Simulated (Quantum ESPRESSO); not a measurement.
# KMnF3: one coupling from two orders, and a test

Aim: get Heisenberg couplings of KMnF3 from the energies of collinear orders, with pencil and paper, and test them on an order left out of the fit.

Method: LDA; plane waves with GBRV 1.5 LDA potentials, no spin-orbit coupling, in Quantum ESPRESSO 7.5.

### 1. The structure

Symmetry: Pm-3m, No. 221, cubic system. The conventional cell has a = 4.189 Å, b = 4.189 Å, c = 4.189 Å, α = 90.00°, β = 90.00°, γ = 90.00°. K has 12 F at 2.96 Å nearest. Nearest to Mn lie 6 F at 2.09 Å. Nearest to F lie 2 Mn at 2.09 Å and 4 K at 2.96 Å. Farther neighbours and most contacts between anions are not listed.

The cell comes from the Crystallography Open Database.

### 2. The parallel order

All energies count from this run.

pw.in reads:

```
&CONTROL
  calculation = 'scf'
  prefix = 'pwscf'
  outdir = './tmp'
  pseudo_dir = './pseudo'
  disk_io = 'nowf'
/
&SYSTEM
  ibrav = 0
  nat = 5
  ntyp = 3
  ecutwfc = 40
  ecutrho = 280
  nbnd = 34
  occupations = 'smearing'
  smearing = 'fd'
  degauss = 0.00367493
  nspin = 2
  starting_magnetization(1) = 0
  starting_magnetization(2) = 0.3
  starting_magnetization(3) = 0
/
&ELECTRONS
  conv_thr = 1d-08
  electron_maxstep = 150
  mixing_beta = 0.3
/
ATOMIC_SPECIES
K      39.0983 k_lda_v1.4.uspp.F.UPF
Mn     54.9380 mn_lda_v1.5.uspp.F.UPF
F      18.9984 f_lda_v1.4.uspp.F.UPF
CELL_PARAMETERS angstrom
   4.1893000000    0.0000000000    0.0000000000
   0.0000000000    4.1893000000    0.0000000000
   0.0000000000    0.0000000000    4.1893000000
ATOMIC_POSITIONS crystal
K       0.5000000000    0.5000000000    0.5000000000
Mn      0.0000000000    0.0000000000    0.0000000000
F       0.5000000000    0.0000000000    0.0000000000
F       0.0000000000    0.5000000000    0.0000000000
F       0.0000000000    0.0000000000    0.5000000000
K_POINTS automatic
6 6 6 0 0 0
```

Started as:

```
OMP_NUM_THREADS=1 mpirun -n 4 pw.x -nk 4 -in pw.in > pw.out
```

The log of the run:

```text
Program PWSCF v.7.5 starts
     [... lines left out ...]
     number of atoms/cell      =            5
     [... lines left out ...]
     number of electrons       =        45.00
     number of Kohn-Sham states=           34
     kinetic-energy cutoff     =      40.0000  Ry
     charge density cutoff     =     280.0000  Ry
     scf convergence threshold =      1.0E-08
     [... lines left out ...]
     48 Sym. Ops., with inversion, found
     [... lines left out ...]
     number of k points=    20  Fermi-Dirac smearing, width (Ry)=  0.0037
     [... lines left out ...]
     iteration # 11     ecut=    40.00 Ry     beta= 0.30
     [... lines left out ...]
     Magnetic moment per site  (integrated on atomic sphere of radius R)
     atom   1 (R=0.292)  charge=  7.6989  magn=  0.0004
     atom   2 (R=0.206)  charge= 12.3426  magn=  4.1351
     atom   3 (R=0.206)  charge=  6.6485  magn=  0.0868
     atom   4 (R=0.206)  charge=  6.6485  magn=  0.0868
     atom   5 (R=0.206)  charge=  6.6485  magn=  0.0868
     [... lines left out ...]
     the Fermi energy is     7.6718 ev
!    total energy              =    -414.24075427 Ry
     estimated scf accuracy    <          1.5E-09 Ry
     smearing contrib. (-TS)   =      -0.00000028 Ry
     [... lines left out ...]
     total magnetization       =     5.00 Bohr mag/cell
     absolute magnetization    =     5.00 Bohr mag/cell
     convergence has been achieved in  11 iterations
   JOB DONE.
```

Run time: 8.6 s. Hardware: 4 MPI ranks of Intel Xeon 6975P-C (Granite Rapids), shared host; peak memory 0.48 GiB; 34 s of CPU time.

Spin moment in the atom's sphere by atom:

| atom | spin moment in the atom's sphere (μB) |
| --- | --- |
| K1 | 0.00 |
| Mn2 | 4.14 |
| F3 | 0.09 |
| F4 | 0.09 |
| F5 | 0.09 |

Read from the output:

```yaml
smearing_term_ts: 3.85e-6 eV
magnetization: 5 μB
absolute_magnetization: 5.004 μB
final_state: ferromagnetic
```

### 3. The orders used for the fit

The other orders were run with the same settings, on meshes that hold the same points. Free energies are divided by the number of Mn atoms; q is in fractions of the reciprocal vectors of the first run's cell.

| order | atoms | mesh | free energy (eV) | eV per Mn | largest moment (μB) |
| --- | --- | --- | --- | --- | --- |
| F + | 5 | 6×6×6 | -5636.0326 | -5636.0326 | 4.14 |
| AF q=(0,1/2,1/2) +- | 10 | 6×3×6 | -11272.2051 | -5636.1025 | 4.08 |

### 4. Counting neighbours

With E = −Σ J e_i·e_j over ordered pairs of unit vectors, turning a neighbour from parallel to opposed costs 2J a Mn atom. So an order lies 2 Σ n J over the parallel one, n being the opposed neighbours in each shell.

| shell | distance (Å) | neighbours | opposed in AF q=(0,1/2,1/2) +- | opposed in AF q=(1/2,1/2,1/2) +- |
| --- | --- | --- | --- | --- |
| J1 | 4.19 | 6 | 4 | 6 |
| J2 | 5.92 | 12 | 8 | 0 |

Only J1 is kept, as an effective coupling that takes up all reversed shells.

### 5. Solving

```
2 × 4 × J1 = -70.0 meV    (AF q=(0,1/2,1/2) +-)
J1 = -8.75 meV
```

### 6. The test

The couplings now give the orders that were left out:

```
2 × 6 × (-8.75) = -105.0 meV    (AF q=(1/2,1/2,1/2) +-)
```

The runs themselves:

| order | atoms | mesh | free energy (eV) | eV per Mn | largest moment (μB) | over the parallel order (meV) | foretold (meV) |
| --- | --- | --- | --- | --- | --- | --- | --- |
| AF q=(1/2,1/2,1/2) +- | 10 | 3×6×6 | -11272.2657 | -5636.1329 | 4.06 | -100.3 | -105.0 |

### 7. Mean-field temperature

```
gain of AF q=(1/2,1/2,1/2) +- over disorder = (6 − 2 × 6) × (-8.75) = 52.5 meV
T = 2 × 52.5 / (3 × 0.08617) = 406 K
```

### 8. Summary of results

```yaml
effective_j1_mn_mn_at_4p19_a: -8.75 meV
largest_miss_on_the_orders_left_out: 4.7 meV
mean_field_ordering_temperature: 406 K
```

In words: The model misses the order left out by 4.7 meV, 4.7 % of the largest energy difference, so it holds on this test. The largest moment changes by 1.7 % between the orders. Shells that were dropped are folded into the couplings or show in the miss. Mean field overstates the temperature of the model, and classical spins understate it for small quantum spins, by up to the factor (S+1)/S. No Hubbard term acts here. In such compounds local and semilocal functionals without one often delocalise the d electrons, and can shrink or lose moments and miss the size, sign and order of the couplings.

[Logs and program files are shortened in this print: banners, set-up blocks, solver, clock and traceback lines can be left out without a mark of their own.]

[Logs are printed without paths, hosts, clocks, repeated set-up lines and the standing remarks that a program may print on its own settings, such as how far it seeks lower states.]

[Hosts, paths, dates, database ids (printed as entryN), source tags and the programs' standing remarks are cut or masked in the printed files.]

[Where a cell is said to come from a database of computed structures, the database is the Materials Project.]
